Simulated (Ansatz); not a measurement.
# LaZn3P3 (P6_3/mmc): band gap by G0W0 on r2SCAN, part 2 of 3

Aim: the quasiparticle gap of LaZn3P3 (P6_3/mmc), starting from r2SCAN.

Ansatz 0.2.0; r2SCAN, then G0W0 on it, plane waves, PAW. Known limits of the many-body steps: finite bands, screening cutoff and k mesh; no spin-orbit coupling in G0W0; d shells not analysed.

So far. Step 2 (Bands along the symmetry lines): Over mesh and path the gap is 0.379 eV, from k = Γ to k = (0.500, 0.000, 0.000). The least direct gap found is 1.356 eV, at k = Γ.

### 3. The quasiparticle correction

G0W0 replaces the xc potential by a self-energy built once from the orbitals of the start. Levels are corrected in the window of bands that the input names, at points of the mesh.

This step: G0W0 on r2SCAN, plane waves, PAW; PAW set soft_1.

File input.yaml:

```yaml
crystal:
  lattice:
    - [4.049012186, 0.0, 0.0]
    - [-2.024506093, 3.5065474133, 0.0]
    - [0.0, 0.0, 20.18381147]
  atoms:
    - { symbol: La, position: [0.0, 0.0, 0.5] }
    - { symbol: La, position: [0.0, 0.0, 0.0] }
    - { symbol: Zn, position: [0.66666667, 0.33333333, 0.25] }
    - { symbol: Zn, position: [0.33333333, 0.66666667, 0.75] }
    - { symbol: Zn, position: [0.66666667, 0.33333333, 0.63115875] }
    - { symbol: Zn, position: [0.33333333, 0.66666667, 0.36884125] }
    - { symbol: Zn, position: [0.33333333, 0.66666667, 0.13115875] }
    - { symbol: Zn, position: [0.66666667, 0.33333333, 0.86884125] }
    - { symbol: P, position: [0.66666667, 0.33333333, 0.08963959] }
    - { symbol: P, position: [0.33333333, 0.66666667, 0.91036041] }
    - { symbol: P, position: [0.33333333, 0.66666667, 0.58963959] }
    - { symbol: P, position: [0.66666667, 0.33333333, 0.41036041] }
    - { symbol: P, position: [0.66666667, 0.33333333, 0.75] }
    - { symbol: P, position: [0.33333333, 0.66666667, 0.25] }
kpoints:
  mp_grid: { grid: [6, 6, 2] }
hamiltonian:
  xc: r2scan
  pseudopotentials: { kind: paw, azcp: { folder: soft_1 } }
scf:
  occupations: { method: fixed }
gw:
  n_empty_bands: 1077
  ecut_chi: 140.0
  qp_bands: [v4, c4]
  qp_kpoints: band_edges
  screening: { model: contour_deformation }
```

The run is started by

```console
ansatz run input.yaml --threads 3 --pin off --max-ram 92160MiB --backend cuda --events-out ev --progress --plain --runs-dir out --devices 1 --max-vram 13GiB
```

Numbers of over 12 decimals in the logs are rounded to 6 here.

The log of the run:

```text
GPUs: using 1 of 1 available (devices: 1).
[...]
GPU FFT provider: cuFFT
GPU libraries: cuBLAS 13.8.2, cuFFT 12.4.0, cuSOLVER 12.3.4
Crystal: 14 atoms, lattice volume = 286.571 Å³
Basis set: ecut = 500 eV, 7303 PW (Γ), exchange–correlation on 120×120×600 points (64 copies of the dense FFT grid, shifted against one another)
Bands: 76, of which v1, the nominal top of the filled ones, is band 62 counted from 1 (61 counted from 0)
Symmetry: 24 space group operations
[...]
k-points: 14 of 72
[...]
GPU buffer pool allocated for 135000 grid points (all kernels)
[...]
SCF iter   1: F=—  HF=-37059.460697 eV  |F-HF|=—  |Δ(HF+E_count)|=         —  Δρ=8.46e-2  dr2=1.83e2  dr2_τ=5.56e-1  ethr=3.10e-3  ⟨swp⟩=5.1  Hψ=4456  notcnv=0  defer=110
[...]
SCF iter  13: F=-37049.321025 eV  HF=-37049.321025 eV  |F-HF|=2.08e-8  |Δ(HF+E_count)|=   1.68e-7  Δρ=4.00e-6  dr2=4.53e-8  dr2_τ=9.51e-10  ethr=8.06e-11  ⟨swp⟩=18.8  Hψ=7449  notcnv=0
SCF 1 converged in 13 iterations: F = -37049.321025 eV  dr2 = 4.53e-8
[...]
NSCF: frozen V_eff on 14 k-points
the band table was solved once the SCF had ended and its energy, with any forces and stress, was formed, with the checks that follow a solve (5113 applications of the Hamiltonian). They found nothing against the state; the energy, forces and stress were not computed again (output.eigenvalues in the input reference)
[...]
WARN: eigensolver did not converge (k=13): 2 band(s) unlocked after 6 eigensolves, warm-restarted (20 sweeps on the last) at ethr=3.71e-11 eV (storage-precision floor; scheduled 1.00e-12 eV) (lowest unlocked band 1142, counted from 0; max residual 4.22e-3 eV among the unlocked bands, 4.22e-3 eV over every band; other slots of this pass that fall short are told together in one closing line; warning suppressed until the next SCF loop or pass starts)
G₀W₀ screening: q 1/14
[... further progress lines ...]
SCF converged after 13 iterations
Free energy (F): -37049.321025 eV
[...]
Internal energy: -37049.321025 eV  (E = F + TS)
E sigma→0 (E₀):  -37049.321025 eV
Fermi energy:    8.663675 eV
[...]
--- Band table (eV; the first three rows and the last of 14) ---
  k-point 0: bands = [... 58 lower, 8.4756, 8.4756, 8.6637, 8.6637, 10.0197, 10.0524, 10.3582, 10.4189, ... 10 higher]
  k-point 1: bands = [... 58 lower, 8.5749, 8.5749, 8.5749, 8.5749, 10.0361, 10.0361, 10.3783, 10.3783, ... 10 higher]
  k-point 2: bands = [... 58 lower, 7.7379, 7.9202, 8.0824, 8.2871, 9.8568, 9.8826, 10.3674, 10.7022, ... 10 higher]
  k-point 13: bands = [... 58 lower, 6.3773, 6.3773, 6.9615, 6.9615, 10.3996, 10.3996, 10.7238, 10.7238, ... 10 higher]
--- G₀W₀: contour deformation, 8 samples at zero and on the imaginary axis and 2 off it, 72 q-points, 1077 empty bands' worth ---
  eigenvalues of the whole cell's RPA ε∞ on this k-mesh (on a slab, of 1 + 4πα/V) = 11.0150, 12.7318, 12.7318; static W/v taken at q = 0 is 0.078663
  band pass: the eigensolver left bands unlocked in 1 slot; of largest residual, k=13: 1 band unlocked, the lowest band 1143 (counted from 1), max residual 1.87e-3 eV over all its bands; `*` marks the rows of those k-points, and any row can be off: every row's sums read bands of every k-point
  bands read: the sum over 1139 bands ends inside a degenerate multiplet in 7 slots, whose members it reads at an even weight; the widest, k=1: bands 1139 to 1142 (counted from 1) at 1/4 each
  gw.qp_kpoints: band_edges: 12 of 14 stored k-points solved, in 1 pass; an edge of the gap read off the rows below is read off those points alone
    valence top: of the k-points left out ik 13 came nearest to being solved in a further pass, in band 61 (counted from 1, as in the quasiparticle table): it holds the edge there only if its correction is more favourable than any solved in that band by at least 1.644 eV; those differ by 0.163 eV
    conduction bottom: of the k-points left out ik 12 came nearest to being solved in a further pass, in band 66 (counted from 1, as in the quasiparticle table): it holds the edge there only if its correction is more favourable than any solved in that band by at least 1.640 eV; those differ by 1.263 eV
    ik  band        ε_KS         Σx   Σc(E_QP)       V_xc       Z   E_QP_lin       E_QP  E_QP is
     0    59      8.4756   -19.6120     1.7462   -17.4376  0.7642     8.0449     8.0475  root
     0    60      8.4756   -19.6120     1.7462   -17.4376  0.7642     8.0449     8.0475  root
     0    61      8.6637   -19.9157     1.5142   -18.0807  0.7630     8.3416     8.3429  root
     0    62      8.6637   -19.9157     1.5142   -18.0807  0.7630     8.3416     8.3429  root
     0    63     10.0197    -9.6213    -3.9160   -13.6296  0.7763    10.1120    10.1119  root
     0    64     10.0524   -11.1678    -4.4067   -16.0672  0.7632    10.5494    10.5451  root
     0    65     10.3582   -12.5117    -5.6745   -19.2163  0.7308    11.4199    11.3883  root
     0    66     10.4189    -8.6227    -4.1918   -12.8331  0.7662    10.4375    10.4375  root
     1    59      8.5749   -19.7377     1.6056   -17.7657  0.7636     8.2067     8.2085  root
     1    60      8.5749   -19.7377     1.6056   -17.7657  0.7636     8.2067     8.2085  root
     1    61      8.5749   -19.7377     1.6056   -17.7657  0.7636     8.2067     8.2085  root
     1    62      8.5749   -19.7377     1.6056   -17.7657  0.7636     8.2067     8.2085  root
     1    63     10.0361   -10.3298    -4.1336   -14.7399  0.7704    10.3138    10.3126  root
     1    64     10.0361   -10.3298    -4.1336   -14.7399  0.7704    10.3138    10.3126  root
     1    65     10.3783   -11.0944    -5.1786   -16.9802  0.7432    11.0980    11.0855  root
     1    66     10.3783   -11.0944    -5.1786   -16.9802  0.7432    11.0980    11.0855  root
     2    59      7.7379   -17.9598     1.3771   -16.3085  0.7570     7.4626     7.4637  root
     2    60      7.9202   -17.2721     1.0254   -16.0640  0.7569     7.7371     7.7375  root
     2    61      8.0824   -18.9987     1.7940   -16.7795  0.7609     7.6543     7.6571  root
     2    62      8.2871   -19.2387     1.5985   -17.2878  0.7617     7.9328     7.9346  root
     2    63      9.8568   -10.0439    -4.5445   -14.9775  0.7588    10.2486    10.2458  root
     2    64      9.8826   -10.2953    -4.5898   -15.3251  0.7573    10.3261    10.3225  root
     2    65     10.3674    -9.6373    -4.4811   -14.3881  0.7627    10.6384    10.6371  root
     2    66     10.7022   -10.9231    -5.2770   -16.8620  0.7382    11.3758    11.3640  root
     3    59      7.8804   -17.7331     1.1858   -16.3248  0.7572     7.6571     7.6578  root
     3    60      7.8804   -17.7331     1.1858   -16.3248  0.7572     7.6571     7.6578  root
     3    61      8.1917   -19.0970     1.6743   -17.0395  0.7614     7.8064     7.8086  root
     3    62      8.1917   -19.0970     1.6743   -17.0395  0.7614     7.8064     7.8086  root
     3    63      9.8728   -10.2130    -4.5701   -15.2024  0.7579    10.2954    10.2921  root
     3    64      9.8728   -10.2130    -4.5701   -15.2024  0.7579    10.2954    10.2921  root
     3    65     10.4471    -9.7887    -4.7549   -14.9456  0.7556    10.8524    10.8492  root
     3    66     10.4471    -9.7887    -4.7549   -14.9456  0.7556    10.8524    10.8492  root
     4    59      7.0055   -17.1269     1.5918   -15.2504  0.7458     6.7191     6.7209  root
     4    60      7.4827   -18.2880     1.9199   -15.9478  0.7546     7.0591     7.0625  root
     4    61      7.5560   -17.3291     1.3200   -15.7328  0.7567     7.2787     7.2798  root
     4    62      7.7528   -18.4203     1.6836   -16.3806  0.7578     7.3947     7.3967  root
     4    63      9.2672    -9.3043    -3.7367   -13.0578  0.7736     9.2839     9.2839  root
     4    64      9.4823    -9.8124    -3.7920   -13.6569  0.7687     9.5348     9.5348  root
     4    65     10.5842   -12.7894    -6.5041   -20.5608  0.7163    11.9164    11.8515  root
     4    66     10.6561   -12.0522    -5.7947   -18.8345  0.7291    11.6749    11.6437  root
[...]
10    63      9.7022    -9.4529    -4.2163   -13.8583  0.7651     9.8919     9.8913  root
    10    64      9.9536   -10.5999    -4.5498   -15.5621  0.7527    10.3693    10.3659  root
    10    65     10.5360   -13.0789    -6.5398   -20.9256  0.7157    11.9145    11.8429  root
    10    66     10.5929   -12.7020    -6.2151   -20.0915  0.7216    11.8161    11.7673  root
    11    59      6.6988   -17.6310     1.9992   -15.2438  0.7442     6.3075     6.3109  root
    11    60      6.6988   -17.6310     1.9992   -15.2438  0.7442     6.3075     6.3109  root
    11    61      7.3202   -17.2822     1.5796   -15.3744  0.7527     6.9900     6.9919  root
    11    62      7.3202   -17.2822     1.5796   -15.3744  0.7527     6.9900     6.9919  root
    11    63      9.8165    -9.9483    -4.3314   -14.5583  0.7604    10.0965    10.0951  root
    11    64      9.8165    -9.9483    -4.3314   -14.5583  0.7604    10.0965    10.0951  root
    11    65     10.5698   -13.0079    -6.5073   -20.7967  0.7161    11.9176    11.8512  root
    11    66     10.5698   -13.0079    -6.5073   -20.7967  0.7161    11.9176    11.8512  root
```

Run time: 4.1 min. Hardware: 1 × NVIDIA H100 80GB HBM3 (shared by 6 runs) with 3 threads of AMD EPYC 7R13 (Zen 3), shared host; peak memory 7.1 GiB; 7.2 min of CPU time.

Numbers from this step:

| Item | Value |
| --- | --- |
| bands summed | 1139 |
| RPA ε∞ on this mesh (eigenvalues) | 11.02, 12.73, 12.73 |
| plane waves in the screening matrix | 1047 |
| q-points in the mesh | 72 |
| G0W0 gap over the corrected points | 0.6390 eV |
| k of the valence top | 0, 0, 0 |
| k of the conduction bottom | 0, -0.5, 0 |
| starting gap on the mesh | 0.3793 eV |
| Z at the valence top | 0.7630 |
| Z at the conduction bottom | 0.7761 |
| least direct G0W0 gap over the corrected points | 1.759 eV |

Over 12 of 14 irreducible mesh points the G0W0 gap is 0.639 eV, from k = Γ to k = (0.000, -0.500, 0.000). The r2SCAN gap of this run on the mesh is 0.379 eV. The two states that bound the G0W0 gap lie that far apart at the start, so the correction of the gap is 0.639 − 0.379 = +0.260 eV. The program's warnings for this run: eigensolver not converged; metallic iterate.

Labels follow the order of the start: v1 is the top filled band, c1 the lowest empty one; levels that stay degenerate share a row, the window can cut a multiplet, doubted levels are not marked in this list, bands outside the window were not corrected, and the list may be a part of the corrected levels. Levels before and after the correction, in eV, zero at the valence-band top of each column:

```csv
,conduction bottom,valence top
Kohn-Sham,0.38,0.00
G0W0,0.64,0.00
```

```csv
,level,occupation,energy (eV)
Kohn-Sham,Γ v3,2,-0.188
Kohn-Sham,Γ v2-v1,2,0.000
Kohn-Sham,Γ c1,0,1.356
Kohn-Sham,Γ c2,0,1.389
Kohn-Sham,Γ c3,0,1.695
Kohn-Sham,(0 -0.5 0) v3,2,-1.312
Kohn-Sham,(0 -0.5 0) v2,2,-1.278
Kohn-Sham,(0 -0.5 0) v1,2,-1.096
Kohn-Sham,(0 -0.5 0) c1,0,0.379
Kohn-Sham,(0 -0.5 0) c2,0,0.584
Kohn-Sham,(0 -0.5 0) c3,0,1.912
G0W0,Γ v3,2,-0.295
G0W0,Γ v2-v1,2,0.000
G0W0,Γ c1,0,1.769
G0W0,Γ c2,0,2.202
G0W0,Γ c3,0,3.045
G0W0,(0 -0.5 0) v3,2,-1.283
G0W0,(0 -0.5 0) v2,2,-1.220
G0W0,(0 -0.5 0) v1,2,-1.120
G0W0,(0 -0.5 0) c1,0,0.639
G0W0,(0 -0.5 0) c2,0,0.858
G0W0,(0 -0.5 0) c3,0,3.202
```

The parts of the quasiparticle energy for the two states that bound the G0W0 gap, in eV on the run's own scale (QP = start + Σx + Σc − Vxc, with Σc at the quasiparticle energy):

```csv
edge,k,band,start,Σx,Σc,Vxc,Z,QP
valence top,Γ,61,8.664,−19.916,1.514,−18.081,0.763,8.343
conduction bottom,"(0.000, -0.500, 0.000)",63,9.043,−9.441,−3.490,−12.870,0.776,8.982
```

[end of part 2 of 3]

[Paths, hosts, dates, memory and timing lines, banners, echoed tables and standing remarks are left out of the program output.]

[Logs are printed without paths, hosts, clocks, repeated set-up lines and the standing remarks that a program may print on its own settings, such as how far it seeks lower states.]

[Runs of the session that timed out or met a known fault of the program may be left out.]

[Cells called generated may have been cut or substituted from an entry of the Crystallography Open Database or the Materials Project.]

[Hosts, paths, dates, database ids (printed as entryN), source tags and the programs' standing remarks are cut or masked in the printed files.]

[Where an RPA ε∞ is given, it is that of the G0W0 mesh and is not shown converged in it. Names of k-points follow the symmetry that the program found, which can be lower than the space group named. Band edges on a path are those of the sampled points; other points can move an edge, and change direct to indirect where valleys lie close.]

[Hybrid gaps are those of their k-mesh and are not shown converged in it.]
